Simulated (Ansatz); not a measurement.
In doubt: one-shot GW on d or f shells is unsure (in some of the runs), so the values of those runs are not to be relied on.

The crystal is CuBiPbS3 (Aikinite).

```
Cu Bi Pb S
1.0
    11.63800    0.00000    0.00000
     0.00000    4.03900    0.00000
     0.00000    0.00000   11.31900
Cu Bi Pb S
4 4 4 12
Direct
  0.23380 0.25000 0.20850
  0.26620 0.75000 0.70850
  0.73380 0.25000 0.29150
  0.76620 0.75000 0.79150
  0.01890 0.25000 0.68270
  0.48110 0.75000 0.18270
  0.51890 0.25000 0.81730
  0.98110 0.75000 0.31730
  0.83290 0.25000 0.01050
  0.66710 0.75000 0.51050
  0.33290 0.25000 0.48950
  0.16710 0.75000 0.98950
  0.71600 0.25000 0.69860
  0.78400 0.75000 0.19860
  0.21600 0.25000 0.80140
  0.28400 0.75000 0.30140
  0.04670 0.25000 0.14000
  0.45330 0.75000 0.64000
  0.54670 0.25000 0.36000
  0.95330 0.75000 0.86000
  0.37750 0.25000 0.05590
  0.12250 0.75000 0.55590
  0.87750 0.25000 0.44410
  0.62250 0.75000 0.94410
```

The cell and positions come from the Crystallography Open Database and are kept as given unless a step says otherwise. Spin-orbit coupling is left out unless a run names it.

Gaps computed with Ansatz 0.2.0 without a self-energy: r2SCAN 0.86 eV and HSE06+SOC 1.01 eV.

Question: What gap should G0W0 on r2SCAN give (2×4×2 mesh, 2917 empty bands, screening to 180 eV, hard PAW files)?

About 0.85 eV: on its mesh the run moves the gap from 0.86 eV by −0.004 eV. Bands and cutoff are finite, so the gap is not at the basis limit. The miss can reach some tenths of an eV and take either sign; the mesh is an error of its own. The 2×4×2 mesh is coarse for this cell (its supercell is 16 Å along the shortest edge). The RPA ε∞ on it, from the r2SCAN start, is 12.03, 13.11 and 13.41; such meshes misread the long-range screening, most where the gap is narrow. Where an edge is built on 6p states of lead, bismuth or thallium, scalar-relativistic gaps usually stand too wide, by a few tenths to over one eV. A d shell, filled or nearly so, lies near the gap. One-shot GW converges very slowly in bands there, not always from below, and on a semilocal start the gap tends to come out low; starts rich in exact exchange can overshoot instead. The many-body steps are scalar-relativistic: spin-orbit coupling is not in them.

[Paths, hosts, dates, memory and timing lines, banners, echoed tables and standing remarks are left out of the program output.]

[Logs are printed without paths, hosts, clocks, repeated set-up lines and the standing remarks that a program may print on its own settings, such as how far it seeks lower states.]

[Runs of the session that timed out or met a known fault of the program may be left out.]

[Cells called generated may have been cut or substituted from an entry of the Crystallography Open Database or the Materials Project.]

[Hosts, paths, dates, database ids (printed as entryN), source tags and the programs' standing remarks are cut or masked in the printed files.]
